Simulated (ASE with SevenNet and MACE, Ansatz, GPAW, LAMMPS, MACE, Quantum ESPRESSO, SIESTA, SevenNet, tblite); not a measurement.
# Running amorphous 28Y2O3-72Al2O3 (mol %) (90 atoms) with machine-learned potentials

Wanted: machine-learned potentials inputs and outputs for amorphous 28Y2O3-72Al2O3 (mol %) (90 atoms), checked against a plane-wave reference.

Main program and level: ASE with SevenNet and MACE; the method is named at each step.

### Step 1. The starting structure

The cell holds 90 atoms: 10 Y, 26 Al and 54 O. Its edges and angles: a = 10.194 Å, b = 10.194 Å, c = 10.194 Å, α = 90.0°, β = 90.0°, γ = 90.0°. 90 atoms (10 Er, 26 Al, 54 O) placed at random at 4.86 g/cm³, melted at 5000 K for 10 ps at fixed volume with the Morse and Coulomb pair potential with partial charges (Pedone, Malavasi, Menziani, Cormack and Segre, J. Phys. Chem. B 110, 11780 (2006)). Quenched from 5000 K to 300 K at 20 K/ps and fixed volume, held 10 ps at zero pressure, then minimised at fixed cell. Then Er was replaced by Y and the cell scaled by 1.009 (the potential has no terms for the new elements, so the cell is a start for a DFT relaxation).

The yardstick, on the same geometry:

- method: Kohn-Sham DFT, PBE, PAW, plane waves (Ansatz 0.2.0); cutoff 420 eV, Γ point, fermi-dirac smearing of 0.05 eV; PAW set soft_2
- r.m.s. force component: 0.4241 eV/Å
- longest force: 1.651 eV/Å
- pressure: 6.117 GPa
- gap (highest filled to lowest empty level): 4.023 eV
- SCF cycles: 9
- time: 14 s on 4 threads of Arm Neoverse V1, shared host
- CPU time: 55 s

### Step 2. SevenNet 0 potential

Method: machine-learned interatomic potential SevenNet 0, trained on PBE(+U) plane-wave data.

Input file run.py:

```python
import numpy as np
from ase.io import read
import mlip  # loads the published weights by name

atoms = read("structure.xyz")
atoms.calc = mlip.calc("7net-0")
energy = atoms.get_potential_energy()
forces = atoms.get_forces()
print(f"energy {energy:.6f} eV")
print("forces (eV/A)")
for i, (a, f) in enumerate(zip(atoms, forces)):
    print(f"{i:4d} {a.symbol:2s} {f[0]:10.5f} {f[1]:10.5f} {f[2]:10.5f}")
stress = -atoms.get_stress(voigt=False) * 160.21766
print("stress (GPa, compression positive)")
for row in stress:
    print(" ".join(f"{x:10.4f}" for x in row))
```

Input file structure.xyz:

```xyz
90
Lattice="10.19357 0.00000 0.00000 0.00000 10.19357 0.00000 0.00000 0.00000 10.19357" Properties=species:S:1:pos:R:3 pbc="T T T"
Y 7.46761 4.10923 7.05477
Y 5.56844 3.43228 4.81575
Y 6.09433 2.86011 0.39082
Y 7.91266 7.61093 7.31664
Y 3.79649 10.19010 5.35142
Y 7.58616 9.63221 9.79521
Y 9.14649 5.34744 9.74974
Y 7.89951 0.46167 5.56334
Y 10.12150 3.15613 5.28007
Y 2.43687 1.48245 0.56034
Al 2.56246 5.86456 4.50270
Al 0.86961 0.46697 3.84940
Al 5.97384 6.94865 4.83603
Al 9.15372 2.27164 0.01723
Al 1.53362 4.31789 0.86910
Al 7.05201 5.53766 2.61689
Al 9.96065 5.12920 3.03065
Al 4.20943 7.27148 6.79656
Al 0.21926 9.04241 1.72118
Al 3.73309 4.91962 9.20857
Al 2.83493 2.97652 3.63115
Al 9.06453 7.66088 4.13268
Al 0.95473 5.39026 6.93937
Al 4.80555 8.97839 0.26513
Al 2.36165 2.52179 7.81979
Al 2.65532 9.93832 8.16780
Al 4.21331 7.60767 2.95807
Al 7.97983 2.37041 3.07132
Al 1.08857 8.28737 6.09463
Al 6.31369 6.25600 9.81019
Al 2.33637 6.96608 1.20457
Al 10.00173 0.40458 8.01745
Al 5.04969 0.69347 2.73443
Al 0.50968 7.78615 9.12539
Al 5.29138 1.45880 7.57780
Al 7.41236 9.61733 2.66338
O 0.38899 3.28213 0.06147
O 5.25795 4.87242 10.03567
O 4.34165 9.33874 3.38773
O 4.20322 1.79937 3.99027
O 1.68989 3.79833 6.94080
O 5.51064 3.11189 7.10206
O 7.53539 8.59338 4.13828
O 8.01031 1.99193 1.30488
O 0.70162 6.16691 8.50908
O 3.50302 9.84169 9.66972
O 7.76118 2.73188 5.17028
O 3.92870 6.00738 7.89421
O 3.15022 3.23004 9.21764
O 9.56381 7.85496 5.80717
O 3.49823 1.24729 7.23417
O 5.79321 6.72653 3.05369
O 1.60192 9.62293 5.13297
O 9.33466 3.50404 3.08141
O 1.52812 1.13454 8.60439
O 7.45048 5.82675 0.95259
[... 30 atom lines left out ...]
O 8.32539 9.75678 7.57719
O 1.58551 2.00508 4.33298
O 3.55868 4.37416 4.40566
O 0.21559 8.16199 3.23004
```

Launch:

```console
> OMP_NUM_THREADS=1 python run.py > output.txt
```

The log of the run:

```text
energy -701.870911 eV
forces (eV/A)
   0 Y     0.29992   -0.07881    0.59396
   1 Y    -0.32031    0.22338   -0.09335
   2 Y     0.24442   -0.22643   -0.08795
   3 Y     0.27609   -0.18098   -0.71081
   4 Y     0.25900   -0.04315   -0.30883
   5 Y     0.56141    0.63258    0.18539
   6 Y    -0.14144   -0.52989    0.19004
   7 Y     0.37171    0.25507    0.25157
   8 Y    -0.17508   -0.53410   -0.10219
   9 Y     0.23534   -0.13383    0.69784
  10 Al   -0.19707   -0.21982   -0.11866
  11 Al   -0.19953   -0.28351   -0.08570
  12 Al    0.01713   -0.01405   -0.16657
  13 Al   -0.12057    0.90803   -0.03752
  14 Al   -0.78612    0.00229    0.37031
  15 Al    0.16326   -0.13882    0.46271
  16 Al   -0.35111   -0.52221    0.07352
  17 Al    0.47722   -0.26723   -0.23057
  18 Al   -0.27127   -0.15529    0.91270
  19 Al   -0.06563    0.04317   -0.36708
  20 Al   -0.02088   -0.01156   -0.13057
  21 Al   -0.19193    0.39999   -0.19356
  22 Al   -0.47424   -0.16927    0.56018
  23 Al    0.14359   -0.09956   -0.01887
[...]
82 O     0.50462    0.73929   -0.34435
  83 O    -0.15393   -0.36854   -0.57847
  84 O    -0.75049   -0.06643   -0.10890
  85 O    -0.54622    0.54347   -0.99230
  86 O     0.11299   -0.39684    0.56788
  87 O     0.18277   -0.31916    0.34327
  88 O     0.13557    0.02655    0.25132
  89 O     1.02363    0.11761   -0.36688
stress (GPa, compression positive)
    6.8515     0.2009    -1.3955
    0.2009     4.6844     1.2368
   -1.3955     1.2368     7.8852
```

It took 9.5 s on 1 thread of Arm Neoverse V1, shared host; peak memory 1 GiB.

Banners, paths, timers and routine set-up lines are dropped from the logs unmarked, and long logs keep their key lines alone; longer cuts are marked.

Against the reference:

```
r.m.s. force component                  : 0.4009 eV/Å
r.m.s. difference of force components   : 72.06 meV/Å
longest difference of force vectors     : 315.1 meV/Å
force difference over r.m.s. force      : 16.99 %
slope of forces against the reference's : 0.9323
correlation of force components         : 0.9863
pressure                                : 6.474 GPa
pressure difference                     : 0.3564 GPa
```

Length of the force difference by element (eV/Å):

| element | atoms | mean | most |
| --- | --- | --- | --- |
| Al | 26 | 0.10 | 0.17 |
| O | 54 | 0.11 | 0.28 |
| Y | 10 | 0.14 | 0.32 |

A closer look about O68, which bears the longest force: 9 atoms, nearest first, numbered in the order of the input, with positions taken from that point.

| atom | x | y | z | distance (Å) | bonds | Fx | Fy | Fz (eV/Å) |
| --- | --- | --- | --- | --- | --- | --- | --- | --- |
| O68 | 0.00 | 0.00 | 0.00 | 0.00 | 3 | -1.23 | 0.89 | 0.00 |
| Al12 | 1.73 | -0.21 | 0.00 | 1.74 | 4 | -0.20 | -0.28 | -0.09 |
| Y8 | -1.43 | -0.22 | 1.71 | 2.25 | 7 | 0.37 | 0.26 | 0.25 |
| Al28 | -1.35 | 1.69 | -0.78 | 2.30 | 5 | 0.28 | 0.55 | 0.25 |
| Al36 | -1.92 | -1.26 | -1.19 | 2.58 | 4 | 0.34 | -0.27 | 0.17 |
| O82 | -2.60 | 0.26 | -0.49 | 2.66 | 4 | 0.18 | 0.43 | 0.33 |
| O66 | 2.13 | -0.44 | -1.76 | 2.80 | 3 | 0.37 | 0.17 | -0.41 |
| O88 | 2.44 | 1.33 | 0.48 | 2.82 | 3 | 0.18 | -0.32 | 0.34 |
| O65 | -0.65 | -1.68 | -2.24 | 2.88 | 3 | -0.28 | 0.20 | -1.40 |

Atoms are counted from 1 here, from 0 in the log.

Forces lie 17 % from the reference's, at 0.16 times its CPU time (on 1 against 4 cores).

### Step 3. MACE MPA-0 medium potential

Method: machine-learned interatomic potential MACE MPA-0 medium, trained on PBE(+U) plane-wave data.

run.py, as its differences from that of step 2:

```diff
@@ -5,3 +5,3 @@
 atoms = read("structure.xyz")
-atoms.calc = mlip.calc("7net-0")
+atoms.calc = mlip.calc("mace-mpa-0-medium")
 energy = atoms.get_potential_energy()
```

structure.xyz is that of step 2.

The log of the run:

```text
energy -701.686415 eV
forces (eV/A)
   0 Y     0.21561   -0.18175    0.54289
   1 Y    -0.21404    0.17383    0.01662
   2 Y     0.15661   -0.19515   -0.09851
   3 Y     0.24521   -0.17471   -0.72369
   4 Y     0.37130   -0.06654   -0.49821
   5 Y     0.48957    0.66398    0.10980
   6 Y    -0.23341   -0.76826    0.01135
   7 Y     0.40125    0.46490    0.50771
   8 Y    -0.37638   -0.56049    0.03257
   9 Y     0.25880   -0.04376    0.78480
  10 Al   -0.08007   -0.12666   -0.26134
  11 Al   -0.26495   -0.27079   -0.08180
  12 Al   -0.04684    0.01329   -0.06289
  13 Al   -0.17078    0.98904   -0.11617
  14 Al   -0.70868   -0.09833    0.39602
  15 Al    0.10783   -0.07342    0.46998
  16 Al   -0.38725   -0.52825    0.07179
  17 Al    0.53632   -0.33270   -0.22866
  18 Al   -0.22564   -0.09705    1.08374
  19 Al    0.01834    0.05149   -0.55732
  20 Al    0.11486   -0.10146   -0.09155
  21 Al   -0.03321    0.40925   -0.26477
  22 Al   -0.54777   -0.16884    0.56652
  23 Al    0.24460   -0.12492    0.00986
[...]
82 O     0.37948    0.68846   -0.20150
  83 O    -0.14843   -0.45441   -0.56508
  84 O    -0.68175   -0.12251    0.01909
  85 O    -0.54472    0.48342   -1.02709
  86 O     0.06010   -0.47216    0.51220
  87 O     0.13336   -0.25558    0.35564
  88 O     0.12978    0.11986    0.29532
  89 O     0.97157    0.07089   -0.33991
stress (GPa, compression positive)
    7.4221     0.1605    -1.4634
    0.1605     5.1836     1.3955
   -1.4634     1.3955     8.4574
```

The job ended after 9.5 s (1 thread; peak memory 1.2 GiB).

Against the reference:

```yaml
r_m_s_force_component: 0.4073 eV/Å
r_m_s_difference_of_force_components: 89.14 meV/Å
longest_difference_of_force_vectors: 284.9 meV/Å
force_difference_over_r_m_s_force: 21.02 %
slope_of_forces_against_the_reference_s: 0.939
correlation_of_force_components: 0.9778
pressure: 7.021 GPa
pressure_difference: 0.9037 GPa
```

Against the first run (17 %), the force difference from the reference is 21 %, at 1.1 times the CPU time.

### Step 4. SevenNet l3i5 potential

Method: machine-learned interatomic potential SevenNet l3i5, trained on PBE(+U) plane-wave data.

run.py, as its differences from that of step 3:

```diff
@@ -5,3 +5,3 @@
 atoms = read("structure.xyz")
-atoms.calc = mlip.calc("mace-mpa-0-medium")
+atoms.calc = mlip.calc("7net-l3i5")
 energy = atoms.get_potential_energy()
```

structure.xyz is that of step 3.

The log of the run:

```text
energy -701.691284 eV
forces (eV/A)
   0 Y     0.29004   -0.01546    0.72588
   1 Y    -0.29876    0.21612   -0.01885
   2 Y     0.18799   -0.20742   -0.14178
   3 Y     0.34551   -0.17818   -0.81436
   4 Y     0.25712   -0.22297   -0.35158
   5 Y     0.53138    0.61511    0.22032
   6 Y    -0.06739   -0.60278    0.11370
   7 Y     0.44853    0.27900    0.59152
   8 Y    -0.19864   -0.61488   -0.03283
   9 Y     0.26984   -0.18769    0.70520
  10 Al   -0.18411   -0.13669   -0.25949
  11 Al   -0.18540   -0.34748   -0.12316
  12 Al   -0.14877    0.02818    0.00090
  13 Al   -0.15513    0.97697   -0.12247
  14 Al   -0.74340    0.04600    0.35858
  15 Al    0.11442   -0.09067    0.42006
  16 Al   -0.28295   -0.53254    0.06296
  17 Al    0.59655   -0.30884   -0.20550
  18 Al   -0.17466   -0.06999    0.97937
  19 Al   -0.05090    0.19219   -0.47636
  20 Al   -0.07124   -0.03968   -0.16071
  21 Al   -0.04872    0.41295   -0.23995
  22 Al   -0.44210   -0.13877    0.60758
  23 Al    0.07005   -0.20090   -0.06008
[...]
82 O     0.47036    0.76945   -0.28552
  83 O    -0.14636   -0.37289   -0.57409
  84 O    -0.63477   -0.10307   -0.02634
  85 O    -0.58574    0.51334   -1.05114
  86 O    -0.00137   -0.38930    0.52299
  87 O     0.16099   -0.26181    0.40220
  88 O     0.17266    0.07486    0.29589
  89 O     1.02207    0.10107   -0.30968
stress (GPa, compression positive)
    6.8412     0.1580    -1.3803
    0.1580     4.7525     1.3293
   -1.3803     1.3293     7.9785
```

Elapsed: 12 s, on 1 thread; peak memory 1.7 GiB.

Against the reference:

| Property | Result |
| --- | --- |
| r.m.s. force component | 0.4071 eV/Å |
| r.m.s. difference of force components | 58.34 meV/Å |
| longest difference of force vectors | 212.4 meV/Å |
| force difference over r.m.s. force | 13.75 % |
| slope of forces against the reference's | 0.9512 |
| correlation of force components | 0.991 |
| pressure | 6.524 GPa |
| pressure difference | 0.4068 GPa |

Against the first run (17 %), the force difference from the reference is 14 %, at 1.3 times the CPU time.

### Step 5. All runs compared

Differences are against the plane-wave reference, forces as r.m.s. over components; share is that over the reference's r.m.s. force, slope the least-squares factor from reference forces to these. Total energies of different programs have different zeros and aren't compared.

| run | Δ force, r.m.s. (meV/Å) | share (%) | slope | Δ pressure (GPa) | cores | CPU time | memory (GiB) |
| --- | --- | --- | --- | --- | --- | --- | --- |
| reference | - | - | - | - | 4 | 55 s | 1.3 |
| SevenNet 0 potential | 72.1 | 17.0 | 0.932 | 0.356 | 1 | 8.9 s | 1.0 |
| MACE MPA-0 medium potential | 89.1 | 21.0 | 0.939 | 0.904 | 1 | 9.4 s | 1.2 |
| SevenNet l3i5 potential | 58.3 | 13.8 | 0.951 | 0.407 | 1 | 12 s | 1.7 |

Times of the machine-learned potentials are mostly Python's start and the loading of weights.

CPU time is summed over cores on a shared host, where runs went side by side, so it is rough. Symmetry, cutoffs, thresholds, outputs and thread counts weren't matched or tuned between programs; memory under MPI is the largest rank's times the ranks.

### Step 6. Outcome

| Property | Result |
| --- | --- |
| nearest in forces | SevenNet l3i5 potential, 14 % |
| its CPU time | 12 s |

In words: Machine-learned potentials differ by 14 % (SevenNet l3i5 potential) to 21 % (MACE MPA-0 medium potential); they were trained on other programs' data. Machine-learned potentials mimic data converged in k, so the reference's own k-point error enters their differences. The quench rate of 20 K/ps is many orders above laboratory rates, so the cell is likely richer in defects and strain than a real sample. The network of bonds at the start is that of the classical potential that made the cell, and needn't be the one that DFT or experiment would give. The reference's stress is far from hydrostatic: its diagonal is 6.5, 4.3, 7.6 GPa, compression counted positive. The reference's pressure of 6.1 GPa belongs to a cell and atoms that aren't relaxed at this level. The electronic-structure runs sample only Γ, in a cell whose shortest periodic width is 10 Å.

[Also dropped from logs without a mark: logging warnings of Python, and SIESTA's first energy breakdown and zero terms.]

[Logs are printed without paths, hosts, clocks, repeated set-up lines and the standing remarks that a program may print on its own settings, such as how far it seeks lower states.]

[Hosts, paths, dates, database ids (printed as entryN), source tags and the programs' standing remarks are cut or masked in the printed files.]
